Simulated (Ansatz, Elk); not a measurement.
# Bonding as seen by X-rays: BaMn3

Structure refinements treat a crystal as free atoms side by side. For a made-up structure of BaMn3 (cell and positions from a PBEsol relaxation) the runs below show what the calculated density changes in F(hkl).

Program: Elk 11.2.3 (patched build). Level of theory: DFT, PBE, all-electron APW+lo, Dirac cores, scalar-relativistic bands, static density, ferromagnetic start. Results are calculated unless marked as measured.

The structure was built from a prototype and need not be the compound's stable phase.

### 1. Set-up

Symmetry: Pm-3m, No. 221, cubic system. Conventional cell: a = 4.214 Å, b = 4.214 Å, c = 4.214 Å, α = 90.00°, β = 90.00°, γ = 90.00°. Ba has 12 Mn at 2.98 Å nearest. Nearest to Mn lie 8 Mn at 2.98 Å and 4 Ba at 2.98 Å. Farther neighbours are not listed.

As a file:

```cif
data_structure
_symmetry_space_group_name_H-M 'P 1'
_symmetry_Int_Tables_number 1
_cell_length_a 4.2144
_cell_length_b 4.2144
_cell_length_c 4.2144
_cell_angle_alpha 90.000
_cell_angle_beta 90.000
_cell_angle_gamma 90.000
_cell_volume 74.85
loop_
_atom_site_label
_atom_site_type_symbol
_atom_site_fract_x
_atom_site_fract_y
_atom_site_fract_z
_atom_site_occupancy
Ba1 Ba 0.00000 0.00000 0.00000 1
Mn2 Mn 0.50000 0.50000 0.00000 1
Mn3 Mn 0.50000 0.00000 0.50000 1
Mn4 Mn 0.00000 0.50000 0.50000 1
```

### 2. Ground state and structure factors

An all-electron density is needed, since X-rays see the cores too. Task 0 finds the density and task 195 Fourier-transforms it; tshift is off so that phases refer to the origin typed.

elk.in reads:

```
tasks
  0
  195
  196

xctype
  20

spinpol
  .true.

rgkmax
  7.0

gmaxvr
  14.0

lmaxo
  7

lmaxapw
  8

swidth
  0.002

tshift
  .false.

ramdisk
  .false.

hmaxvr
  5.5

maxscl
  120

epspot
  1e-06

reducebf
  0.8

sppath
  './'

avec
  7.96406619817 -0.00000000000 -0.00000000000
  -0.00000000000 7.96406619817 0.00000000000
  -0.00000000000 0.00000000000 7.96406619817

atoms
  2
  'Ba.in'
  1
  0.0000000000 -0.0000000000 0.0000000000   0.000000 0.000000 0.000000
  'Mn.in'
  3
  0.5000000000 0.5000000000 -0.0000000000   0.000000 0.000000 -0.175000
  0.5000000000 0.0000000000 0.5000000000   0.000000 0.000000 -0.175000
  0.0000000000 0.5000000000 0.5000000000   0.000000 0.000000 -0.175000

ngridk
  5 5 5
```

On the command line:

```
$ OMP_NUM_THREADS=4 elk
```

Numbers of over 12 decimals in the logs are rounded to 6 here.

Output:

```text
┌─────────────────────────┐
│ Elk code version 11.2.3 │
└─────────────────────────┘

All units are atomic (Hartree, Bohr, etc.)

┌─────────────────────────────────────────────────┐
│ Ground-state run starting from atomic densities │
└─────────────────────────────────────────────────┘

Lattice vectors :
   7.964066198      -0.000000000      -0.000000000
  -0.000000000       7.964066198       0.000000000
  -0.000000000       0.000000000       7.964066198

Reciprocal lattice vectors :
  0.7889418735       0.000000000       0.000000000
   0.000000000      0.7889418735       0.000000000
   0.000000000       0.000000000      0.7889418735

Unit cell volume      :    505.1316534
Brillouin zone volume :   0.4910605221

Muffin-tin inner radius fraction :   0.1000000000E-01

Nuclei treated as point charges

Species : 1 (Ba)
 parameters loaded from : Ba.in
 name : barium
 nuclear charge    :   -56.00000000
 electronic charge :    56.00000000
 atomic mass :    250331.8071
 muffin-tin radius :    2.800000000
 number of radial points in muffin-tin :   1393
 inner part over the whole radius :   0.9950032293E-02
 number on inner part of muffin-tin    :    996
 approximate nuclear radius :   0.9171481901E-04
 number of mesh points to nuclear radius :    504
 atomic positions (lattice), magnetic fields (Cartesian) :
  1 :   0.00000000  0.00000000  0.00000000    0.00000000  0.00000000  0.00000000

Species : 2 (Mn)
 parameters loaded from : Mn.in
 name : manganese
 nuclear charge    :   -25.00000000
 electronic charge :    25.00000000
 atomic mass :    100145.9370
 muffin-tin radius :    2.400000000
 number of radial points in muffin-tin :    993
 inner part over the whole radius :   0.9953723401E-02
 number on inner part of muffin-tin    :    700
 approximate nuclear radius :   0.7074591925E-04
 number of mesh points to nuclear radius :    330
 atomic positions (lattice), magnetic fields (Cartesian) :
  1 :   0.50000000  0.50000000  0.00000000    0.00000000  0.00000000 -0.17500000
  2 :   0.50000000  0.00000000  0.50000000    0.00000000  0.00000000 -0.17500000
  3 :   0.00000000  0.50000000  0.50000000    0.00000000  0.00000000 -0.17500000

Total number of atoms per unit cell :    4
Total muffin-tin volume :    265.6698299
 ratio of muffin-tin to unit cell volume :   0.5259417583

Spin treatment :
 spin-polarised
 global magnetic field (Cartesian) :    0.000000000       0.000000000       0.000000000
 collinear magnetisation in z-direction

Number of Bravais lattice symmetries :   48
Number of crystal symmetries         :   48
Crystal has inversion symmetry
Real symmetric eigensolver will be used

k-point grid :      5     5     5
k-point offset :    0.000000000       0.000000000       0.000000000
k-point set is reduced with full crystal symmetry group
Total number of k-points :       10

Muffin-tin radius times maximum |G+k| :    7.000000000
 using average radius
Maximum |G+k| for APW functions       :    2.800000000
Maximum (1/2)|G+k|²                   :    3.920000000
Maximum |G| for potential and density :    14.00000000
Constant for pseudocharge density :   10
 order of it for each species :   17  17
 order of it for pair densities of each species (exact exchange by exxq0 0: 18) :   12   9
Radial integration step length :    1

G-vector grid sizes :     36    36    36
Number of G-vectors :    23439

Maximum angular momentum used for
 APW functions            :    8
 outer part of muffin-tin :    7
 inner part of muffin-tin :    2

Total nuclear charge    :   -131.0000000
Total core charge       :    66.00000000
Total valence charge    :    65.00000000
Total excess charge     :    0.000000000
Total electronic charge :    131.0000000

Effective Wigner radius, rₛ :   0.9727805821

Number of empty states         :     48
Total number of valence states :    162
Total number of core states    :     66

Third-order local-orbitals added for an l without core states : T
Total number of local-orbitals :     87

[...]
species : 1 (Ba)
   atom 1                    :   0.3145536220E-01
  species : 2 (Mn)
   atom 1                    :    3.177371311
[...]
total in muffin-tins        :    9.563569296
 total moment                :    9.861390679

RMS change in Kohn-Sham potential (target) :    3.939272720     (  0.1000000000E-05)
Absolute change in total energy (target)   :    4.859345686     (  0.1000000000E-03)

[... loops 3 to 22 left out ...]

┌──────────────────┐
│ Loop number : 23 │
└──────────────────┘

Energies :
 Fermi                       :     0.294130
 sum of occupied eigenvalues :     -7023.3004189975
 electron kinetic            :      12207.643890598
 core electron kinetic       :      11585.744990474
 Coulomb                     :     -23467.298379563
 Coulomb potential           :     -18768.001277852
 nuclear-nuclear             :     -1336.9636657543
 electron-nuclear            :     -25528.228329574
 Hartree                     :      3397.8936157657
 Madelung                    :     -14083.297740637
 xc potential                :     -462.31084468344
 xc effective B-field        :    -0.632134
 external B-field            :      0.000000
 exchange                    :     -349.05382942878
 correlation                 :     -6.458642
 electron entropic           :    -0.10265275637327E-02
 total energy                :     -11615.167986862
 (external B-field energy excluded from total)

Density of states at Fermi energy :    75.29874211
 (states/Hartree/unit cell)

Estimated indirect band gap :   0.1242475482E-02
 from k-point 10 to k-point 6
Estimated direct band gap   :   0.9111914415E-02
 at k-point 6

Charges :
 core                        :    66.00000000
 valence                     :    65.00000000
 interstitial                :    5.751060111
 muffin-tins (core leakage)
  species : 1 (Ba)
[...]
species : 2 (Mn)
[...]
total in muffin-tins        :    125.2489399
 total calculated charge     :    130.9996626
 total charge                :    131.0000000
 error                       :   0.3373835416E-03

Moments :
 interstitial                :   0.1308964175
 muffin-tins
  species : 1 (Ba)
[...]
species : 2 (Mn)
[...]
total in muffin-tins        :    9.948781142
 total moment                :    10.07967756

RMS change in Kohn-Sham potential (target) :   0.8614674439E-06 (  0.1000000000E-05)
Absolute change in total energy (target)   :   0.2938496982E-04 (  0.1000000000E-03)

Convergence targets achieved

┌──────────────────┐
│ Loop number : 24 │
└──────────────────┘

Energies :
 Fermi                       :     0.294129
 sum of occupied eigenvalues :     -7023.3004433359
 electron kinetic            :      12207.643890613
 core electron kinetic       :      11585.745012267
 Coulomb                     :     -23467.298379668
 Coulomb potential           :     -18768.001287387
 nuclear-nuclear             :     -1336.9636657543
 electron-nuclear            :     -25528.228322892
 Hartree                     :      3397.8936089779
 Madelung                    :     -14083.297735975
 xc potential                :     -462.31090123596
 xc effective B-field        :    -0.632129
 external B-field            :      0.000000
 exchange                    :     -349.05382662706
 correlation                 :     -6.458642
 electron entropic           :    -0.10265237668082E-02
 total energy                :     -11615.167984352
 (external B-field energy excluded from total)

Density of states at Fermi energy :    75.29829903
 (states/Hartree/unit cell)

Estimated indirect band gap :   0.1242237439E-02
 from k-point 10 to k-point 6
Estimated direct band gap   :   0.9111906818E-02
 at k-point 6

Charges :
 core                        :    66.00000000
 valence                     :    65.00000000
 interstitial                :    5.751059312
 muffin-tins (core leakage)
  species : 1 (Ba)
[...]
species : 2 (Mn)
   atom 1                    :    23.69735684     ( -0.2246774677E-06)
   atom 2                    :    23.69735684     ( -0.2246774677E-06)
   atom 3                    :    23.69735684     ( -0.2246774677E-06)
 total in muffin-tins        :    125.2489407
 total calculated charge     :    130.9996626
 total charge                :    131.0000000
 error                       :   0.3373798335E-03

Moments :
 interstitial                :   0.1309183471
 muffin-tins
  species : 1 (Ba)
[...]
species : 2 (Mn)
   atom 1                    :    3.341463824
   atom 2                    :    3.341463824
   atom 3                    :    3.341463824
 total in muffin-tins        :    9.948754063
 total moment                :    10.07967241

┌──────────────────────────────┐
│ Self-consistent loop stopped │
└──────────────────────────────┘

Wrote STATE.OUT
```

The job ended after 93 s (4 threads of Intel Xeon 6975P-C (Granite Rapids), shared host; peak memory 0.52 GiB; 5.3 min of CPU time).

SFACRHO.OUT:

```text

h k l indices transformed by vhmat matrix:
   1.000000000       0.000000000       0.000000000    
   0.000000000       1.000000000       0.000000000    
   0.000000000       0.000000000       1.000000000    

      h      k      l  multipl.   |H|            Re(F)            Im(F)           |F|

      0      0      0      1   0.0000000       131.00000     -0.11426844E-16   131.00000    
     -1      0      0      6  0.78894187       27.986721      0.13174338E-13   27.986721    
      1     -1      0     12   1.1157323       26.488117     -0.10409121E-15   26.488117    
     -1     -1     -1      8   1.3664874       100.47889     -0.35725081E-13   100.47889    
      0      0     -2      6   1.5778837       95.209135     -0.22765934E-13   95.209135    
     -1     -2      0     24   1.7641277       23.734071      0.18237785E-13   23.734071    
      1     -2      1     24   1.9325050       23.068577      0.20698692E-13   23.068577    
      0      2     -2     12   2.2314646       81.009116      0.18033739E-15   81.009116    
      0     -3      0      6   2.3668256       21.586135     -0.10468650E-13   21.586135    
     -1      2     -2     24   2.3668256       21.570477      0.15630725E-13   21.570477    
      3      1      0     24   2.4948533       21.239685     -0.61292624E-14   21.239685    
      1     -3      1     24   2.6166242       73.695508      0.14942651E-13   73.695508    
     -2      2      2      8   2.7329748       71.701166      0.16444445E-13   71.701166    
     -3      2      0     24   2.8445704       20.341006     -0.36042233E-14   20.341006    
     -3      1      2     48   2.9519502       20.075607     -0.26149197E-13   20.075607    
      0     -4      0      6   3.1557675       64.916214     -0.29229714E-13   64.916214    
      2     -2     -3     24   3.2528907       19.296069      0.63934829E-14   19.296069    
      4     -1      0     24   3.2528907       19.326880      0.21919259E-14   19.326880
```

Elk indexes on the primitive cell of elk.in and gives |H| = 4π sin θ/λ in inverse bohr. Below, one row stands for each form hkl of the conventional cell (m members, Friedel mates merged), F is for one primitive cell and the density is static (no thermal factor). Free-atom factors are Waasmaier and Kirfel's, and R is Σm||F|−|F'||/Σm|F|.

| hkl | m | sin θ/λ (Å⁻¹) | abs F, DFT | neutral atoms | diff. |
| --- | --- | --- | --- | --- | --- |
| 100 | 6 | 0.119 | 27.987 | 27.972 | +0.015 |
| 110 | 12 | 0.168 | 26.488 | 26.559 | -0.071 |
| 111 | 8 | 0.205 | 100.479 | 100.728 | -0.249 |
| 200 | 6 | 0.237 | 95.209 | 95.561 | -0.352 |
| 210 | 24 | 0.265 | 23.734 | 23.659 | +0.075 |
| 211 | 24 | 0.291 | 23.069 | 23.014 | +0.055 |
| 220 | 12 | 0.336 | 81.009 | 81.030 | -0.021 |
| 300 | 6 | 0.356 | 21.586 | 21.606 | -0.020 |
| 221 | 24 | 0.356 | 21.570 | 21.606 | -0.036 |
| 310 | 24 | 0.375 | 21.240 | 21.244 | -0.005 |
| 311 | 24 | 0.394 | 73.695 | 73.695 | +0.000 |
| 222 | 8 | 0.411 | 71.701 | 71.657 | +0.044 |
| 320 | 24 | 0.428 | 20.341 | 20.320 | +0.021 |
| 321 | 48 | 0.444 | 20.076 | 20.046 | +0.029 |
| 400 | 6 | 0.475 | 64.916 | 64.901 | +0.015 |
| 322 | 24 | 0.489 | 19.296 | 19.282 | +0.014 |
| 410 | 24 | 0.489 | 19.327 | 19.282 | +0.045 |
| 411 | 24 | 0.503 | 19.028 | 19.041 | -0.013 |

### 3. The magnetisation density

The same run holds the spin density, and task 196 transforms it. The order is that of the start, and no other was tried.

SFACMAG_1.OUT:

```text

h k l indices transformed by vhmat matrix:
   1.000000000       0.000000000       0.000000000    
   0.000000000       1.000000000       0.000000000    
   0.000000000       0.000000000       1.000000000    

      h      k      l  multipl.   |H|            Re(F)            Im(F)           |F|

      0      0      0      1   0.0000000       10.079673      0.87841048E-17   10.079673    
     -1      0      0      6  0.78894187      -2.9412463      0.17358185E-14   2.9412463    
      1     -1      0     12   1.1157323      -2.5521532     -0.24210031E-16   2.5521532    
     -1     -1     -1      8   1.3664874       6.6249229     -0.40571915E-14   6.6249229    
      0      0     -2      6   1.5778837       5.6855962     -0.24416879E-14   5.6855962    
     -1     -2      0     24   1.7641277      -1.6798099      0.18075162E-14   1.6798099    
      1     -2      1     24   1.9325050      -1.3758115      0.19060299E-14   1.3758115    
      0      2     -2     12   2.2314646       3.3542896      0.17268253E-16   3.3542896    
      0     -3      0      6   2.3668256     -0.90148618     -0.75262281E-15  0.90148618    
     -1      2     -2     24   2.3668256     -0.97603788      0.11287769E-14  0.97603788    
      3      1      0     24   2.4948533     -0.92724037     -0.43132116E-15  0.92724037    
      1     -3      1     24   2.6166242       2.4416935      0.93495780E-15   2.4416935    
     -2      2      2      8   2.7329748       2.1717027      0.92445537E-15   2.1717027    
     -3      2      0     24   2.8445704     -0.67394545     -0.22230763E-15  0.67394545    
     -3      1      2     48   2.9519502     -0.63732899     -0.13016981E-14  0.63732899    
      0     -4      0      6   3.1557675       1.5094238     -0.12769303E-14   1.5094238
```

The total moment is 10.08 μB a cell; sphere moments: Ba1 -0.08, Mn2 +3.34, Mn3 +3.34, Mn4 +3.34 μB. Polarised neutrons measure spin and orbital magnetisation together; without spin-orbit coupling the run gives the spin part:

| hkl | sin θ/λ (Å⁻¹) | abs F_M (μB) |
| --- | --- | --- |
| 100 | 0.119 | 2.941 |
| 110 | 0.168 | 2.552 |
| 111 | 0.205 | 6.625 |
| 200 | 0.237 | 5.686 |
| 210 | 0.265 | 1.680 |
| 211 | 0.291 | 1.376 |
| 220 | 0.336 | 3.354 |
| 300 | 0.356 | 0.901 |
| 221 | 0.356 | 0.976 |
| 310 | 0.375 | 0.927 |
| 311 | 0.394 | 2.442 |
| 222 | 0.411 | 2.172 |
| 320 | 0.428 | 0.674 |
| 321 | 0.444 | 0.637 |

### 4. The highest occupied states alone

An energy window below the Fermi level keeps the highest occupied states, to see at which angles they scatter; shallow core shells can lie inside it and anion s states outside. No new self-consistency is needed.

elk.in, as its differences from that of step 2:

```diff
@@ -1,5 +1,3 @@
 tasks
-  0
   195
-  196
 
@@ -44,2 +42,5 @@
 
+wsfac
+  -0.257110 0.594130
+
 sppath
```

On the command line:

```
$ OMP_NUM_THREADS=4 elk
```

Output:

```text
┌─────────────────────────────────┐
│ Elk code version 11.2.3 started │
└─────────────────────────────────┘

Info(readinput): the functional depends on the density's gradient
 muffin-tin radial points multiplied by    2.00000
 (not where nrmtscf is given)

┌────────────────────┐
│ Current task : 195 │
└────────────────────┘

Info(sfacrho): density structure factors written to SFACRHO.OUT

 Energy window :  -0.2571100000      0.5941300000

┌──────────────────┐
│ Elk code stopped │
└──────────────────┘
```

Run time: 4.5 s. Hardware: 4 threads; peak memory 0.23 GiB.

States within 15 eV below the Fermi level hold 29.00 electrons; any levels below the window count with the cores. Their amplitudes can exceed the total, where window and core parts have opposite phase:

| hkl | sin θ/λ (Å⁻¹) | abs F, window | abs F, all |
| --- | --- | --- | --- |
| 100 | 0.119 | 0.882 | 27.987 |
| 110 | 0.168 | 1.396 | 26.488 |
| 111 | 0.205 | 10.346 | 100.479 |
| 200 | 0.237 | 8.314 | 95.209 |
| 210 | 0.265 | 1.817 | 23.734 |
| 211 | 0.291 | 1.848 | 23.069 |
| 220 | 0.336 | 4.584 | 81.009 |
| 300 | 0.356 | 1.677 | 21.586 |
| 221 | 0.356 | 1.684 | 21.570 |
| 310 | 0.375 | 1.528 | 21.240 |

(Part 1 of 2 ends here.)

[Logs are printed without paths, hosts, clocks, repeated set-up lines and the standing remarks that a program may print on its own settings, such as how far it seeks lower states.]

[Hosts, paths, dates, database ids (printed as entryN), source tags and the programs' standing remarks are cut or masked in the printed files.]
